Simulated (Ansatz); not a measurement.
**Pd (Fm-3m): Migdal–Eliashberg transition temperature**

Wanted: λ, ω_log and Tc of Pd (Fm-3m). The cell shown first is a relaxed one, from steps not shown here.

Calculated with Ansatz 0.2.0; DFT PBE, scalar-relativistic, plane waves, PAW.

Report form: the programs' logs are mostly left out.

### Step 1. The cell after earlier relaxation steps

It takes space group Fm-3m (No. 225, cubic). Conventional cell: a = 3.945 Å, b = 3.945 Å, c = 3.945 Å, α = 90.00°, β = 90.00°, γ = 90.00°. Nearest to Pd lie 12 Pd at 2.79 Å.

### Step 2. Electron–phonon run: q 6×6×6, k 18×18×18, scattering 24×24×24

The run that gives the couplings also evaluates McMillan's and Allen and Dynes's formulas and, where asked, the Eliashberg equations, over a range of μ*.

Contents of input.yaml:

```yaml
crystal:
  lattice:
    - [0.0, 1.9723277904, 1.9723277904]
    - [1.9723277904, 0.0, 1.9723277904]
    - [1.9723277904, 1.9723277904, 0.0]
  atoms:
    - { symbol: Pd, position: [0.0, 0.0, 0.0] }
kpoints:
  mp_grid: { grid: [18, 18, 18] }
hamiltonian:
  xc: pbe
scf:
  occupations: { method: methfessel_paxton, width: 0.2 }
output:
  eigenvalues: true
phonons:
  method: dfpt
  qmesh: [6, 6, 6]
  temperatures: { t_max: 1000, t_step: 50 }
  qpath:
    path:
      - [[0.0, 0.0, 0.0], [0.5, 0.0, 0.5], [0.625, 0.25, 0.625]]
      - [[0.375, 0.375, 0.75], [0.0, 0.0, 0.0], [0.5, 0.5, 0.5], [0.5, 0.25, 0.75], [0.5, 0.0, 0.5]]
    npoints: 6
  electrical_resistivity:
    mesh: [24, 24, 24]
    temperatures: [20.0, 50.0, 80.0, 100.0, 150.0, 200.0, 273.0, 300.0, 400.0, 500.0, 600.0, 800.0]
  superconductivity: { mesh: [24, 24, 24] }
```

On the command line:

```console
$ ansatz run input.yaml --threads 16 --pin off --max-ram 122880MiB --backend cuda --events-out ev --progress --plain --runs-dir out
```

Run time: 65 s. Hardware: 1 × NVIDIA GB200 with 16 threads of Arm Neoverse V2, shared host; peak memory 4.5 GiB; 10 min of CPU time.

This step gave:

```yaml
volume_per_atom: 15.35 Å³/atom
metallic_on_mesh: yes
gap_on_the_k_mesh: 0 eV
zero_point_energy: 0.02581 eV/cell
share_of_imaginary_modes_in_the_plain_interpolation_between_solved_wavevectors: 0
highest_frequency_solved_or_plainly_interpolated: 216 cm⁻¹
debye_temperature_second_moment: 270 K
resistivity_at_300_k: 9.604 μΩ cm
coupling_constant_lambda: 0.3605
density_of_states_at_the_fermi_level: 1.382 states/eV a spin and cell
log_mean_phonon_energy_omega_log: 12.07 meV
transport_coupling_constant_lambda_tr: 0.4785, 0.4785, 0.4785 (xx, yy, zz)
drude_plasma_energy: 7.145, 7.145, 7.145 eV (xx, yy, zz)
resistivity_times_mean_free_path: 4.244, 4.244, 4.244 × 10⁻¹⁶ Ω m² (xx, yy, zz)
second_moment_phonon_energy_omega: 14.37 meV
coupling_lambda_by_branch: 0.214, 0.102, 0.0446 (branches by rank of frequency)
```

An empty cell: under 1 mK by a formula, or no transition down to the floor of the Eliashberg search. Transition temperatures:

```csv
μ*,McMillan Tc (K),Allen–Dynes Tc (K),isotropic Fermi-surface Tc (K),isotropic full bandwidth Tc (K),anisotropic Fermi-surface Tc (K),anisotropic full bandwidth Tc (K),anisotropic narrow window Tc (K)
0.08,0.534,0.542,0.484,0.486,0.755,0.758,0.756
0.1,0.307,0.311,0.269,0.27,0.484,0.485,0.485
0.12,0.156,0.157,0.133,0.133,0.292,0.292,0.292
0.13,0.104,0.105,-,-,0.221,0.221,0.221
0.14,0.0661,0.0668,-,-,0.164,0.164,0.164
0.16,0.0218,0.022,-,-,-,-,-
0.2,-,-,-,-,-,-,-
```

### Step 3. Coupling and resistivity: q 6×6×6, k 24×24×24, scattering 32×32×32

The next rung changes the k mesh of the density and its response; the scattering mesh, which samples the Fermi surface.

input.yaml, as its differences from that of step 2:

```diff
@@ -8,3 +8,3 @@
 kpoints:
-  mp_grid: { grid: [18, 18, 18] }
+  mp_grid: { grid: [24, 24, 24] }
 hamiltonian:
@@ -25,4 +25,4 @@
   electrical_resistivity:
-    mesh: [24, 24, 24]
+    mesh: [32, 32, 32]
     temperatures: [20.0, 50.0, 80.0, 100.0, 150.0, 200.0, 273.0, 300.0, 400.0, 500.0, 600.0, 800.0]
-  superconductivity: { mesh: [24, 24, 24] }
+  superconductivity: { mesh: [32, 32, 32] }
```

Elapsed: 2.1 min, on 1 × NVIDIA GB200 with 16 threads; peak memory 11 GiB.

This step gave:

| Item | Value |
| --- | --- |
| zero-point energy | 0.02564 eV/cell |
| highest frequency, solved or plainly interpolated | 215.5 cm⁻¹ |
| Debye temperature (second moment) | 269 K |
| resistivity at 300 K | 9.914 μΩ cm |
| coupling constant λ | 0.3594 |
| density of states at the Fermi level | 1.372 states/eV a spin and cell |
| log mean phonon energy ħω_log | 11.89 meV |
| transport coupling constant λ_tr | 0.479, 0.479, 0.479 (xx, yy, zz) |
| Drude plasma energy | 7.034, 7.034, 7.034 eV (xx, yy, zz) |
| resistivity times mean free path | 4.304, 4.304, 4.304 × 10⁻¹⁶ Ω m² (xx, yy, zz) |
| second-moment phonon energy ħω₂ | 14.24 meV |
| coupling λ by branch | 0.215, 0.101, 0.0438 (branches by rank of frequency) |

An empty cell: under 1 mK by a formula, or no transition down to the floor of the Eliashberg search. Transition temperatures:

```csv
μ*,McMillan Tc (K),Allen–Dynes Tc (K),isotropic Fermi-surface Tc (K),isotropic full bandwidth Tc (K),anisotropic Fermi-surface Tc (K),anisotropic full bandwidth Tc (K),anisotropic narrow window Tc (K)
0.08,0.517,0.525,0.467,0.469,0.732,0.734,0.733
0.1,0.296,0.3,0.259,0.259,0.469,0.469,0.469
0.12,0.149,0.151,0.127,0.127,0.282,0.282,0.282
0.13,0.0995,0.101,-,-,0.213,0.213,0.213
0.14,0.0629,0.0636,-,-,0.158,0.157,0.158
0.16,0.0205,0.0207,-,-,-,-,-
0.2,-,-,-,-,-,-,-
```

Between step 2 and this run (k-mesh 24×24×24 and scattering mesh 32×32×32) the value for the coupling constant λ moves from 0.360 to 0.359.

### Step 4. Coupling and resistivity: q 8×8×8, k 24×24×24, scattering 44×44×44

The next rung changes the q mesh, which sets the reach of the force constants and couplings; the scattering mesh, which samples the Fermi surface.

input.yaml, as its differences from that of step 3:

```diff
@@ -17,3 +17,3 @@
   method: dfpt
-  qmesh: [6, 6, 6]
+  qmesh: [8, 8, 8]
   temperatures: { t_max: 1000, t_step: 50 }
@@ -25,4 +25,4 @@
   electrical_resistivity:
-    mesh: [32, 32, 32]
+    mesh: [44, 44, 44]
     temperatures: [20.0, 50.0, 80.0, 100.0, 150.0, 200.0, 273.0, 300.0, 400.0, 500.0, 600.0, 800.0]
-  superconductivity: { mesh: [32, 32, 32] }
+  superconductivity: { mesh: [44, 44, 44] }
```

Wall time 7.3 min (1 × NVIDIA GB200 with 16 threads); peak memory 43 GiB; 84 min of CPU time.

This step gave:

* zero-point energy: 0.02565 eV/cell
* resistivity at 300 K: 9.873 μΩ cm
* coupling constant λ: 0.3578
* density of states at the Fermi level: 1.373 states/eV a spin and cell
* log mean phonon energy ħω_log: 11.87 meV
* transport coupling constant λ_tr: 0.4757, 0.4757, 0.4757 (xx, yy, zz)
* Drude plasma energy: 7.071, 7.071, 7.071 eV (xx, yy, zz)
* resistivity times mean free path: 4.296, 4.296, 4.296 × 10⁻¹⁶ Ω m² (xx, yy, zz)
* second-moment phonon energy ħω₂: 14.22 meV
* coupling λ by branch: 0.215, 0.0997, 0.0433 (branches by rank of frequency)

An empty cell: under 1 mK by a formula, or no transition down to the floor of the Eliashberg search. Transition temperatures:

```csv
μ*,McMillan Tc (K),Allen–Dynes Tc (K),isotropic Fermi-surface Tc (K),isotropic full bandwidth Tc (K),anisotropic Fermi-surface Tc (K),anisotropic full bandwidth Tc (K),anisotropic narrow window Tc (K)
0.08,0.503,0.51,0.454,0.456,0.719,0.721,0.719
0.1,0.286,0.29,0.25,0.25,0.459,0.459,0.459
0.12,0.143,0.145,0.122,0.122,0.276,0.275,0.276
0.13,0.0948,0.0959,-,-,0.208,0.208,0.208
0.14,0.0596,0.0603,-,-,0.154,0.154,0.154
0.16,0.0191,0.0193,-,-,-,-,-
0.2,-,-,-,-,-,-,-
```

The Eliashberg function α²F by phonon energy; read off at these points:

```csv
phonon energy (meV),α²F,α²F tr
0.50,0,0
1.00,6.9e-4,3.0e-5
1.50,0.00165,1.7e-4
2.00,0.00286,5.3e-4
2.50,0.00459,0.00144
3.00,0.00689,0.00320
3.50,0.0101,0.00628
4.00,0.0147,0.0113
4.50,0.0210,0.0188
5.00,0.0286,0.0279
5.50,0.0368,0.0363
6.00,0.0445,0.0427
6.50,0.0503,0.0461
7.00,0.0547,0.0482
7.50,0.0595,0.0510
8.00,0.0653,0.0550
8.50,0.0721,0.0603
9.00,0.0804,0.0668
9.50,0.0900,0.0749
10.00,0.100,0.0847
10.50,0.110,0.0960
11.00,0.120,0.110
11.50,0.130,0.127
12.00,0.142,0.150
12.50,0.161,0.184
13.00,0.201,0.246
13.50,0.221,0.314
13.87,0.227,0.355
14.00,0.226,0.362
14.50,0.215,0.377
14.70,0.211,0.379
15.00,0.205,0.372
15.50,0.192,0.349
16.00,0.184,0.328
16.50,0.186,0.317
17.00,0.142,0.264
17.50,0.135,0.259
18.00,0.133,0.230
18.50,0.120,0.224
19.00,0.107,0.198
19.50,0.0953,0.175
20.00,0.0845,0.155
20.50,0.0729,0.132
21.00,0.0569,0.100
21.50,0.0344,0.0516
22.00,0.0364,0.0499
22.50,0.0698,0.118
23.00,0.124,0.211
23.50,0.130,0.243
23.88,0.133,0.253
24.00,0.133,0.253
24.08,0.134,0.253
24.50,0.0901,0.171
25.00,0.0577,0.112
25.50,0.0366,0.0609
26.00,0.0165,0.0214
26.50,0.00861,0.00752
```

Anisotropic full-bandwidth solution, weighted at the Fermi level. Gaps:

```csv
mu*,T (K),mean gap (meV),5 % (meV),95 % (meV),mean Z
0.1,0.115,0.0596,0.0326,0.0852,1.36
0.1,0.23,0.056,0.0307,0.08,1.36
0.1,0.345,0.0444,0.0245,0.0635,1.36
0.1,0.414,0.0298,0.0165,0.0425,1.36
0.13,0.0519,0.0257,0.0122,0.0389,1.36
0.13,0.104,0.0241,0.0114,0.0363,1.36
0.13,0.156,0.0191,0.00909,0.0286,1.36
0.13,0.187,0.0127,0.0061,0.0191,1.36
```

The share of the Fermi-level states by lambda of a state:

```csv
lambda of a state,share of the Fermi-level states
0.243,0.294
0.304,0.177
0.364,0.149
0.425,0.183
0.486,0.167
0.546,0.0125
0.607,0.0077
0.667,0.0038
0.728,0.0026
0.788,0.002
0.849,0
0.910,9.0e-4
0.970,0
1.030,5.0e-4
1.090,2.0e-4
1.150,0
1.210,0
1.270,0
1.330,0
1.390,0
1.450,0
1.520,0
1.580,0
1.640,2.0e-4
```

For the coupling constant λ, step 3 gave 0.359; this run, with scattering mesh 44×44×44 and q mesh 8×8×8, gives 0.358.

### Step 5. What came out

```yaml
meshes: q 8×8×8, k 24×24×24, scattering 44×44×44
coupling_constant_lambda: 0.358
log_mean_phonon_energy_omega_log: 11.9 meV
allen_dynes_tc_at_mu_star_0p1: 0.29 K
allen_dynes_tc_at_mu_star_0p13: 0.0959 K
anisotropic_eliashberg_tc_at_mu_star_0p1: 0.459 K
anisotropic_eliashberg_tc_at_mu_star_0p13: 0.208 K
```

**Reading.** In the last run (PBE, q 8×8×8, k 24×24×24, scattering 44×44×44), with λ = 0.36 and ħω_log = 11.9 meV, Tc at μ* = 0.13 is 0.095 K by McMillan's formula, 0.096 K by Allen and Dynes's and 0.21 K by the anisotropic Eliashberg equations. Wikipedia's list of superconducting elements holds no transition of Pd at normal pressure, while the calculation gives 0.21 K at μ* = 0.13; these runs do not show why: μ* may be larger, spin fluctuations are left out, and the cell, functional and meshes all move λ. Raising μ* from 0.10 to 0.16 lowers the Allen–Dynes value from 0.29 to 0.019 K. The mean gap at a quarter of Tc gives 2Δ/k_B Tc = 2.87, against 3.53 in weak-coupling theory. The gap spreads from 0.012 to 0.039 meV over nine tenths of the Fermi surface. By the run's own test λ is not converged in the fine mesh: it moves by 2 % between the two finest, and by up to 6 % in the other runs. The run's transport test calls it not converged in the mesh. Over the runs, λ takes the values 0.360, 0.359 and 0.358, in the order shown. μ* is a typed number, phonons are harmonic, and spin fluctuations are left out; at μ* = 0.13 McMillan's formula turns 1 % in λ into about 9.9 % in Tc.

[Logs are printed without paths, hosts, clocks, repeated set-up lines and the standing remarks that a program may print on its own settings, such as how far it seeks lower states.]

[Hosts, paths, dates, database ids (printed as entryN), source tags and the programs' standing remarks are cut or masked in the printed files.]
